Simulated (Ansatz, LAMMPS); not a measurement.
# Structural relaxation of ionic liquid EMIM+ methanesulfonate with Li salt, from a frame at 450 K (144 atoms), part 2 of 2

How does ionic liquid EMIM+ methanesulfonate with Li salt, from a frame at 450 K (144 atoms) relax, and what do bonds, charges and levels look like afterwards?

Ansatz 0.2.0; Kohn-Sham DFT, LDA, PAW (set soft_2), plane waves.

The cell: 36 C, 10 N, 73 H, 6 S, 18 O and 1 Li. The network of contacts between molecules at the start is that of the classical potential that made the cell. The functional has no dispersion term. The density was typed from a rule of thumb and may lie off the real one at this temperature. Only the Γ point is sampled, in a cell whose shortest periodic width is 11 Å.

So far, density (g/cm³): step 5 (structure statistics after relaxation) 1.25.

### Step 6. Single point at the relaxed geometry

One more single point at the end of the walk gives the fuller output and checks the residual forces.

input.yaml reads:

```yaml
crystal:
  lattice:
    - [11.44905, 0.0, 0.0]
    - [0.0, 11.44905, 0.0]
    - [0.0, 0.0, 11.44905]
  atoms:
    - { symbol: C, position: [0.8862, 0.16603, 0.44961] }
    - { symbol: C, position: [0.75598, 0.17768, 0.43941] }
    - { symbol: "N", position: [0.69886, 0.06677, 0.41513] }
    - { symbol: C, position: [0.73503, 0.98026, 0.34093] }
    - { symbol: C, position: [0.65229, 0.89495, 0.34509] }
    - { symbol: "N", position: [0.56793, 0.93131, 0.42105] }
    - { symbol: C, position: [0.46178, 0.86733, 0.44361] }
    - { symbol: C, position: [0.5975, 0.03551, 0.46331] }
    - { symbol: H, position: [0.92338, 0.25232, 0.47038] }
    - { symbol: H, position: [0.91138, 0.10511, 0.51974] }
    - { symbol: H, position: [0.9266, 0.1366, 0.36729] }
    - { symbol: H, position: [0.73269, 0.24161, 0.37085] }
    - { symbol: H, position: [0.71661, 0.21067, 0.52101] }
    - { symbol: H, position: [0.81574, 0.98159, 0.29018] }
    - { symbol: H, position: [0.6472, 0.80892, 0.30446] }
    - { symbol: H, position: [0.40063, 0.88247, 0.37059] }
    - { symbol: H, position: [0.48343, 0.77355, 0.4474] }
    - { symbol: H, position: [0.42157, 0.89519, 0.52622] }
    - { symbol: H, position: [0.55167, 0.0893, 0.52852] }
    - { symbol: C, position: [0.54737, 0.43381, 0.11541] }
    - { symbol: C, position: [0.51395, 0.56045, 0.10698] }
    - { symbol: "N", position: [0.41182, 0.5801, 0.03461] }
    - { symbol: C, position: [0.33203, 0.66725, 0.05147] }
    - { symbol: C, position: [0.25368, 0.66059, 0.9625] }
    - { symbol: "N", position: [0.28794, 0.56954, 0.89345] }
    - { symbol: C, position: [0.23208, 0.53331, 0.78671] }
    - { symbol: C, position: [0.38397, 0.52071, 0.93809] }
    - { symbol: H, position: [0.57299, 0.39612, 0.03045] }
    - { symbol: H, position: [0.621, 0.42564, 0.17713] }
    - { symbol: H, position: [0.47434, 0.38082, 0.14941] }
    - { symbol: H, position: [0.58695, 0.61197, 0.07041] }
    - { symbol: H, position: [0.49635, 0.59703, 0.1944] }
    [... 106 atom lines left out ...]
    - { symbol: O, position: [0.67203, 0.55795, 0.54848] }
    - { symbol: O, position: [0.71704, 0.45402, 0.36733] }
    - { symbol: H, position: [0.53593, 0.35841, 0.51051] }
    - { symbol: H, position: [0.4758, 0.40461, 0.37064] }
    - { symbol: H, position: [0.44435, 0.4852, 0.50283] }
    - { symbol: Li, position: [0.14943, 0.95679, 0.92522] }
kpoints:
  mp_grid: { grid: [1, 1, 1] }
hamiltonian:
  xc: lda
scf:
  occupations: { method: fixed }
output:
  forces: true
  stress: true
  populations: true
  dos:
    method: { smearing: { sigma: 0.1 } }
    de: 0.1
    projected: { site_lists: { C: [C], H: [H], Li: [Li], "N": ["N"], O: [O] } }
  eigenvalues: true
  write_density: true
  write_potential: true
  volumetric_format: npy
```

Started as:

```
ansatz run input.yaml --threads 4 --pin off --max-ram 8192MiB --backend cpu --events-out ev --progress --plain --runs-dir out
```

Elapsed: 12 s, on 4 threads of Intel Xeon Platinum 8488C (Sapphire Rapids), shared host; peak memory 1.8 GiB; 45 s of CPU time.

Numbers from this run:

| Quantity | Value |
| --- | --- |
| free energy | -29043.6478 eV |
| free energy per atom | -201.6920 eV/atom |
| SCF cycles | 10 |
| pressure | -0.7713 GPa |
| r.m.s. force component | 0.00776 eV/Å |
| longest force | 0.0519 eV/Å |
| Fermi energy | -0.2217 eV |
| gap (highest filled to lowest empty level) | 3.938 eV |
| spilling of the projection | 0.01603 |

Löwdin charges by element (they lack the spilled electrons, 0.046 e an atom on average):

```
element  coordination  atoms  mean charge (e)  spread   least    most
      C           all     36           -0.284   0.248  -0.702  0.0448
      H           all     73            0.219  0.0171   0.184   0.258
     Li           all      1            0.729       0   0.729   0.729
      N           all     10           0.0693    0.01  0.0585  0.0909
      O           all     18           -0.806  0.0089  -0.829  -0.789
      S           all      6             2.33  0.0053    2.32    2.33
```

States in the cell by windows of 1 eV, zero at the Fermi level; the larger projections on atomic orbitals stand beside the total:

```
from (eV)  to (eV)  total   C p   O p   H s  N p  C s
      -14      -13   10.0   0.3   0.0   1.3  3.2  5.1
      -13      -12   22.0   1.2   0.2   5.0  2.0  9.4
      -12      -11    0.4   0.1   0.0   0.1  0.1  0.1
      -11      -10   15.0   3.8   0.0   2.5  4.4  3.8
      -10       -9    9.8   3.4   0.1   1.9  1.8  2.2
       -9       -8   14.0   3.6   2.0   2.5  0.8  1.8
       -8       -7   17.1   6.1   1.2   3.1  2.7  1.6
       -7       -6   23.4   9.0   3.0   3.5  4.8  0.6
       -6       -5   59.2  21.6  11.4   9.7  5.7  1.4
       -5       -4   35.5  18.1   4.6   8.2  2.1  0.3
       -4       -3   38.2  21.2   3.9  10.3  1.3  0.2
       -3       -2   33.0   6.6  19.7   3.9  1.2  0.2
       -2       -1   37.4   7.6  21.4   2.5  4.2  0.3
       -1        0   29.2   8.9  18.4   0.6  0.7  0.1
        0        1    1.9   0.0   1.8   0.0  0.0  0.0
        1        3    0.0   0.0   0.0   0.0  0.0  0.0
        3        4    1.7   0.8   0.0   0.1  0.5  0.0
        4        5   18.2   9.9   0.1   1.7  3.6  0.5
```

With fixed occupations the program's Fermi level is the highest filled level; weight inside the gap is the broadening of levels at its edges.

Between -26 and -14 eV lie 66 more states.

Not all projections were asked for or kept, so they needn't add up to the total.

The levels nearest the highest filled one (over half full), pooled over k-points and spins:

```
level less the highest filled one (eV)  occupation
                                -0.274           2
                                -0.233           2
                                -0.210           2
                                -0.145           2
                                -0.128           2
                                     0           2
                                  3.94           0
                                  4.01           0
                                  4.13           0
                                  4.23           0
                                  4.31           0
                                  4.58           0
```

Valence density in the ab plane at fractional z = 0.431, with atoms of C and N and H and S within 0.2 Å of it. It is the smooth field of the valence electrons, not physical close to the nuclei.

Ten even steps from '0' (0.0 e/Å³) to '9' (3.6 e/Å³), each cell a mean:
```
00000000000000001586200000000000
00000000000001124897200000000000
00000000000013444553100000000000
00000000000012453110000000000000
00000000000001242000000000000000
00000000000000121000000000012320
00000000000000000000000001244431
00000000000000000000000002444431
22221000000000000012100000111244
44552000000000000123210000000145
23431000000000000122221000000012
01221001110000001132122100000000
00111012430000123333233210000000
00000012210000145321112110000000
00000111100000123210000000000000
00000232100000000000000000000000
00001344210000000000000000000000
00001222221000000000000110001110
00000000000000000000001332122210
00000000000000000000002454444420
00000000000000000000013443234320
00000000000000000011257731011100
00000000000000000124589720000000
00000000000000000244334310000000
```
Columns run along a (11.4 Å), rows up along b (11.4 Å). Atoms in or near the plane, at fractional coordinates: C at (0.76, 0.18), N at (0.70, 0.07), N at (0.57, 0.93), C at (0.46, 0.87), H at (0.48, 0.77), C at (0.90, 0.71), C at (0.08, 0.58), H at (0.27, 0.48), H at (0.81, 0.69), S at (0.63, 0.52).

Electrostatic potential energy in the ab plane at fractional z = 0.431, with atoms of C and N and H and S within 0.2 Å of it. With pseudopotentials it is smooth inside the atoms' cores, unlike the true potential.

Ten even steps from '_' (-51 eV) to '@' (6 eV), each cell a mean:
```
@@@@@@@@@@@@@@@@@@@@@@@@@@@@@@@@##--..--##%%%%%%@@@@@@@@@@@@@@@@
@@@@@@@@@@@@@@@@@@@@@@@@@@%%##**++____..**%%@@@@@@@@@@@@@@@@@@@@
@@@@@@@@@@@@@@@@@@@@@@@@%%++____--==--++%%%%@@@@@@@@@@@@@@@@@@@@
@@@@@@@@@@@@@@@@@@@@@@@@%%++..__==%%%%@@@@@@@@@@@@@@@@@@@@@@@@@@
@@@@@@@@@@@@@@@@@@@@@@@@@@%%**==##@@@@@@@@@@@@@@@@@@@@@@@@@@@@@@
@@@@@@@@@@@@@@@@@@@@@@@@@@@@%%==**@@@@@@@@@@@@@@@@@@@@%%++++##@@
@@@@@@@@@@@@@@@@@@@@@@@@@@@@@@%%@@@@@@@@@@@@@@@@@@##**==____--%%
%%@@@@@@@@@@@@@@@@@@@@@@@@@@@@@@@@@@@@@@@@@@@@@@%%==::++::..==##
****++**%%@@@@@@@@@@@@@@@@@@@@@@@@@@@@%%@@@@@@@@@@%%%%%%%%##++==
++::____**%%@@@@@@@@@@@@@@@@@@@@@@@@%%**++**%%@@@@@@@@@@@@%%==--
##==..::**%%@@@@@@@@@@@@@@@@@@@@@@%%++::::::++%%@@@@@@@@@@@@%%%%
@@%%####%%%%@@%%####@@@@@@@@@@@@%%##==::--..==%%@@@@@@@@@@@@@@@@
@@@@@@%%%%%%%%##::--%%@@@@@@%%++--==**==--==**%%@@@@@@@@@@@@@@@@
@@@@@@@@@@%%######%%@@@@@@@@%%::__..##%%%%%%%%@@@@@@@@@@@@@@@@@@
@@@@@@@@@@%%%%%%%%@@@@@@@@@@%%##++**%%@@@@@@@@@@@@@@@@@@@@@@@@@@
@@@@@@@@@@##++++%%@@@@@@@@@@@@@@@@@@@@@@@@@@@@@@@@@@@@@@@@@@@@@@
@@@@@@@@%%==__..**%%@@@@@@@@@@@@@@@@@@@@@@@@@@@@@@@@@@@@@@@@@@@@
@@@@@@@@@@##++**##++##@@@@@@@@@@@@@@@@@@@@@@@@%%%%@@@@@@@@%%%%@@
@@@@@@@@@@@@@@@@@@%%@@@@@@@@@@@@@@@@@@@@@@@@%%++--++%%##****%%@@
@@@@@@@@@@@@@@@@@@@@@@@@@@@@@@@@@@@@@@@@@@@@**____..**::__..##@@
@@@@@@@@@@@@@@@@@@@@@@@@@@@@@@@@@@@@@@@@@@%%**--::==##==..--##@@
@@@@@@@@@@@@@@@@@@@@@@@@@@@@@@@@@@@@%%####--..::**%%@@%%%%%%@@@@
@@@@@@@@@@@@@@@@@@@@@@@@@@@@@@@@@@##--..--..__..**@@@@@@@@@@@@@@
@@@@@@@@@@@@@@@@@@@@@@@@@@@@@@@@@@##--..==**++**%%@@@@@@@@@@@@@@
```
Columns run along a (11.4 Å; values clipped at the 3rd and 97th percentile), rows up along b (11.4 Å). Atoms in or near the plane, at fractional coordinates: C at (0.76, 0.18), N at (0.70, 0.07), N at (0.57, 0.93), C at (0.46, 0.87), H at (0.48, 0.77), C at (0.90, 0.71), C at (0.08, 0.58), H at (0.27, 0.48), H at (0.81, 0.69), S at (0.63, 0.52).

Mean Löwdin charges: C -0.28, H +0.22, Li +0.73, N +0.07, O -0.81, S +2.33 e (they miss 1.6 % of the electrons, so they add up to more than the cell's charge). The largest share in the top eV of filled states is O p (66 % of the projected weight), and in the lowest eV of empty states C p (62 % of the projected weight).

Local excerpt of 8 atoms (numbers count through the whole input) about Li144, the only Li atom; x, y, z are measured from there.

```
 atom      x      y      z  distance (Å)  Löwdin charge (e)
Li144   0.00   0.00   0.00          0.00               0.73
 O122   0.40  -1.10  -1.49          1.89              -0.83
 O108   1.46   0.71   1.02          1.92              -0.82
 O116  -0.96  -1.18   1.20          1.93              -0.82
 O100  -0.83   1.56  -0.80          1.94              -0.82
  H34   0.33  -2.76   0.20          2.79               0.25
  H50  -2.83  -0.69   0.16          2.92               0.22
 H133   2.31   1.65  -0.94          2.99               0.22
```

### Step 7. Another setting: basis.ecutwfc = "36.7 Ry" and basis.xc_grid = 3

Changed here: basis.ecutwfc = "36.7 Ry" and basis.xc_grid = 3.

Edit input.yaml of step 6 so:

```diff
@@ -6,3 +6,3 @@
   atoms:
-    [... the 144 atom lines of step 6 ...]
+    [... the 144 atom lines of step 3 ...]
 kpoints:
@@ -22,4 +22,4 @@
   eigenvalues: true
-  write_density: true
-  write_potential: true
-  volumetric_format: npy
+basis:
+  ecutwfc: "36.7 Ry"
+  xc_grid: 3
```

Elapsed: 16 s, on 4 threads; peak memory 2.4 GiB.

Geometry and reference: those of the single point at the start.

Forces differ from those of the single point at the start by 4.4 meV/Å r.m.s., 0.40 % of their size; the energy by -3.4 meV/atom. It took 1.4 times the reference's time (shared host, so rough).

### Step 8. Outcome

- energy change in the relaxation: -68.48 meV/atom
- r.m.s. displacement: 1.225 Å
- largest displacement: 2.922 Å
- free energy per atom: -201.6920 eV/atom
- pressure: -0.7713 GPa
- r.m.s. force component: 0.00776 eV/Å
- gap (highest filled to lowest empty level): 3.938 eV
- wall time of the 4 DFT runs: 4.7 min

**Reading.** Relaxation lowers the energy by 68.5 meV/atom and moves atoms by 1.2 Å r.m.s.; the r.m.s. force component goes from 1.1 to 0.0078 eV/Å, the pressure goes from 1.3 to -0.77 GPa, and the gap from 2.82 to 3.94 eV. First to last step the energy falls by 9.862 eV; the largest move, 2.92 Å, is that of H87, with 1 other atom within 2 % of it. Between filled and empty levels lie 3.94 eV (at Γ alone); a local or semilocal functional tends to put such gaps too low. In a disordered cell it changes from sample to sample and from frame to frame.

Caveats: The network of contacts between molecules at the start is that of the classical potential that made the cell; in DFT atoms moved by 1.2 Å r.m.s.

[Logs are printed without paths, hosts, clocks, repeated set-up lines and the standing remarks that a program may print on its own settings, such as how far it seeks lower states.]

[Hosts, paths, dates, database ids (printed as entryN), source tags and the programs' standing remarks are cut or masked in the printed files.]
